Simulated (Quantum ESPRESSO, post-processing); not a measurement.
# W(100), 5 layers against a metal electrode, stepped through the charge of the slab, part 4 of 4

Aim: how the results for W(100), 5 layers against a metal electrode change with the charge of the slab.

Quantum ESPRESSO 7.5; plane-wave DFT, PBE, GBRV ultrasoft pseudopotentials.

So far. Step 6 (SCF with pw.x, -1.5 ×10¹³ e/cm²): Inside the slab this potential holds the local part of the pseudopotentials, which can be repulsive at the nuclei; only its value in the vacuum has a meaning of its own.

### Step 7. SCF with pw.x, -3 ×10¹³ e/cm²

Contents of m0.esm.in:

```
&control
  prefix = 'm0.esm'
  outdir = './out'
  pseudo_dir = './pseudo'
  calculation = 'scf'
  tprnfor = .true.
/
&system
  ibrav = 0
  nat = 5
  ntyp = 1
  ecutwfc = 40
  ecutrho = 200
  occupations = 'smearing'
  smearing = 'mv'
  degauss = 0.02
  assume_isolated = 'esm'
  esm_bc = 'bc3'
  tot_charge = -0.02996
/
&electrons
  conv_thr = 1e-08
  mixing_beta = 0.25
  electron_maxstep = 160
  mixing_mode = 'local-TF'
  mixing_ndim = 12
  startingpot = 'file'
/
ATOMIC_SPECIES
  W   183.8400  w_pbe_v1.2.uspp.F.UPF
CELL_PARAMETERS angstrom
  3.18214897600000 0.00000000000000 0.00000000000000
  0.00000000000000 3.18214897600000 0.00000000000000
  0.00000000000000 0.00000000000000 21.46943549630380
ATOMIC_POSITIONS crystal
  W   0.000000000000 0.000000000000 -0.071664122610
  W   0.500000000000 0.500000000000 -0.005433252910
  W   0.000000000000 0.000000000000 0.069866764790
  W   0.500000000000 0.500000000000 0.145166782490
  W   0.000000000000 0.000000000000 0.211397652190
K_POINTS automatic
  10 10 1 0 0 0
```

Command:

```console
> cp -r out/m1.esm.save out/m0.esm.save
> OMP_NUM_THREADS=1 mpirun -n 4 pw.x -nk 4 -in m0.esm.in > m0.esm.out
```

The program printed:

```text
[banner, memory and clock lines left out]
Program PWSCF v.7.5 starts
[...]
Message from routine setup:
[...]
number of electrons       =        70.03
     number of Kohn-Sham states=           42
     kinetic-energy cutoff     =      40.0000  Ry
     charge density cutoff     =     200.0000  Ry
[...]
number of k points=    21  Marzari-Vanderbilt smearing, width (Ry)=  0.0200
[...]
Dense  grid:    70167 G-vectors     FFT dimensions: (  27,  27, 192)
[...]
The initial density is read from file :
[...]
negative rho (up, down):  3.328E-01 0.000E+00
     Starting wfcs are   65 randomized atomic wfcs
[...]
negative rho (up, down):  3.334E-01 0.000E+00
[...]
estimated scf accuracy    <       2.31938266 Ry
[...]
negative rho (up, down):  3.341E-01 0.000E+00
[...]
estimated scf accuracy    <       0.21188061 Ry
[...]
negative rho (up, down):  3.351E-01 0.000E+00
[...]
estimated scf accuracy    <       0.02326360 Ry
[...]
negative rho (up, down):  3.362E-01 0.000E+00
[...]
estimated scf accuracy    <       0.00835536 Ry
[...]
negative rho (up, down):  3.356E-01 0.000E+00
[...]
estimated scf accuracy    <       0.01324655 Ry
[...]
negative rho (up, down):  3.353E-01 0.000E+00
[...]
estimated scf accuracy    <       0.00542630 Ry
[...]
negative rho (up, down):  3.347E-01 0.000E+00
[...]
estimated scf accuracy    <       0.00038324 Ry
[...]
negative rho (up, down):  3.345E-01 0.000E+00
[...]
estimated scf accuracy    <       0.00064523 Ry
[...]
negative rho (up, down):  3.340E-01 0.000E+00
[...]
estimated scf accuracy    <       0.00017805 Ry
[...]
negative rho (up, down):  3.335E-01 0.000E+00
[...]
estimated scf accuracy    <       0.00004159 Ry
[...]
negative rho (up, down):  3.333E-01 0.000E+00
[...]
estimated scf accuracy    <       0.00017726 Ry
[...]
negative rho (up, down):  3.330E-01 0.000E+00
[...]
estimated scf accuracy    <       0.00021124 Ry
[...]
negative rho (up, down):  3.330E-01 0.000E+00
[...]
estimated scf accuracy    <       0.00004359 Ry
[...]
negative rho (up, down):  3.328E-01 0.000E+00
[...]
estimated scf accuracy    <       0.00002597 Ry
[...]
negative rho (up, down):  3.328E-01 0.000E+00
[...]
estimated scf accuracy    <       0.00000998 Ry
[...]
negative rho (up, down):  3.327E-01 0.000E+00
[...]
estimated scf accuracy    <       0.00000300 Ry
[...]
negative rho (up, down):  3.327E-01 0.000E+00
[...]
estimated scf accuracy    <       0.00000885 Ry
[...]
negative rho (up, down):  3.327E-01 0.000E+00
[...]
estimated scf accuracy    <       0.00000849 Ry
[...]
negative rho (up, down):  3.327E-01 0.000E+00
[...]
estimated scf accuracy    <       0.00000687 Ry
[...]
negative rho (up, down):  3.327E-01 0.000E+00
[...]
estimated scf accuracy    <       0.00000488 Ry
[...]
negative rho (up, down):  3.327E-01 0.000E+00
[...]
estimated scf accuracy    <       0.00000353 Ry
[...]
negative rho (up, down):  3.327E-01 0.000E+00
[...]
estimated scf accuracy    <       0.00000167 Ry
[...]
negative rho (up, down):  3.327E-01 0.000E+00
[...]
estimated scf accuracy    <       0.00000058 Ry
[...]
negative rho (up, down):  3.327E-01 0.000E+00
[...]
estimated scf accuracy    <       0.00000009 Ry
[...]
negative rho (up, down):  3.327E-01 0.000E+00
[...]
estimated scf accuracy    <       0.00000024 Ry
[...]
negative rho (up, down):  3.327E-01 0.000E+00
[...]
estimated scf accuracy    <       0.00000014 Ry
[...]
negative rho (up, down):  3.327E-01 0.000E+00
[...]
estimated scf accuracy    <       0.00000056 Ry
[...]
negative rho (up, down):  3.327E-01 0.000E+00
[...]
estimated scf accuracy    <       0.00000037 Ry
[...]
negative rho (up, down):  3.327E-01 0.000E+00
[...]
estimated scf accuracy    <       0.00000038 Ry
[...]
negative rho (up, down):  3.327E-01 0.000E+00
[...]
estimated scf accuracy    <       0.00000078 Ry
[...]
negative rho (up, down):  3.327E-01 0.000E+00
[...]
estimated scf accuracy    <       0.00000071 Ry
[...]
negative rho (up, down):  3.327E-01 0.000E+00
[...]
estimated scf accuracy    <       0.00000060 Ry
[...]
negative rho (up, down):  3.327E-01 0.000E+00
[...]
estimated scf accuracy    <       0.00000060 Ry
[...]
negative rho (up, down):  3.327E-01 0.000E+00
[...]
estimated scf accuracy    <       0.00000057 Ry
[...]
negative rho (up, down):  3.327E-01 0.000E+00
[...]
estimated scf accuracy    <       0.00000060 Ry
[...]
negative rho (up, down):  3.327E-01 0.000E+00
[...]
estimated scf accuracy    <       0.00000051 Ry
[...]
negative rho (up, down):  3.327E-01 0.000E+00
[...]
estimated scf accuracy    <       0.00000008 Ry
[...]
negative rho (up, down):  3.327E-01 0.000E+00
[...]
estimated scf accuracy    <       0.00000001 Ry
[...]
negative rho (up, down):  3.327E-01 0.000E+00
[...]
the Fermi energy is    -2.0281 ev
!    total energy              =    -795.31680835 Ry
     estimated scf accuracy    <          3.2E-09 Ry
     smearing contrib. (-TS)   =       0.00001767 Ry
     internal energy E=F+TS    =    -795.31682603 Ry
[...]
one-electron contribution =  -51296.26757778 Ry
     hartree contribution      =   25627.62578095 Ry
     xc contribution           =    -205.89727000 Ry
     ewald contribution        =   25079.22224080 Ry
     convergence has been achieved in  39 iterations
     negative rho (up, down):  3.327E-01 0.000E+00
[...]
Total force =     0.001086     Total SCF correction =     0.000489
[...]
```

Elapsed: 2.5 min, on 4 MPI ranks of Arm Neoverse V1, shared host; peak memory 0.85 GiB; 9.9 min of CPU time.

Numbers from this step:

| Item | Value |
| --- | --- |
| Fermi energy | -2.028 eV |
| vacuum line at the lower end of the cell, over the Fermi level | 4.155 eV |
| slope of the potential above | -0.5351 eV/Å |
| vacuum line at the upper end of the cell, over the Fermi level | 2.028 eV |

Inside the slab this potential holds the local part of the pseudopotentials, which can be repulsive at the nuclei; only its value in the vacuum has a meaning of its own.

### Step 8. The series side by side

The series in one table:

```tsv
the charge of the slab (positive: electrons removed)	electrode's level over the Fermi level (eV)	far face's level over the Fermi level (eV)	field in the gap (eV/Å)
-3 ×10¹³ e/cm²	2.028	4.155	-0.5351
-1.5 ×10¹³ e/cm²	3.072	4.149	-0.2675
0 ×10¹³ e/cm²	4.148	4.148	0.0005019
1 ×10¹³ e/cm²	4.88	4.151	0.1793
2 ×10¹³ e/cm²	5.62	4.149	0.3581
3 ×10¹³ e/cm²	6.37	4.143	0.537
4.5 ×10¹³ e/cm²	7.508	4.152	0.8053
6 ×10¹³ e/cm²	8.664	4.15	1.074
7 ×10¹³ e/cm²	9.445	4.144	1.253
8 ×10¹³ e/cm²	10.23	4.15	1.431
```

### Step 9. By hand

Last interval: C = Δσ/ΔV = 0.00099 e/Å² / 0.789 V × 1602 = 2.00 µF/cm².

### Step 10. Summary of results

```
mean capacitance at positive charge : 2.08 μF/cm²
effective gap ε₀/C                  : 4.26 Å
top atoms to electrode              : 6.20 Å
```

The series holds 10 members; mean capacitance at positive charge: 2.08 μF/cm²; effective gap ε₀/C: 4.26 Å; top atoms to electrode: 6.20 Å (PBE, GBRV ultrasoft). Interval by interval C lies between 2.00 and 2.27 µF/cm². The far face's level moves by 0.01 eV over the series: the slab screens like a metal, and averaged over the positive charges the image plane lies 1.94 Å above the top atoms. The labels count charge on the starting cell; on the relaxed cell the densities are 0.987 times as large. Vacuum fills the gap; ions don't answer the charge; added electrons can spill towards the electrode at the most negative charges.

[Logs are printed without paths, hosts, clocks, repeated set-up lines and the standing remarks that a program may print on its own settings, such as how far it seeks lower states.]

[Hosts, paths, dates, database ids (printed as entryN), source tags and the programs' standing remarks are cut or masked in the printed files.]

[Maps of the electrostatic potential energy from Ansatz leave out the sawtooth potential of an applied field or a dipole correction, so their vacuum need not be flat; planar profiles and work functions include it.]
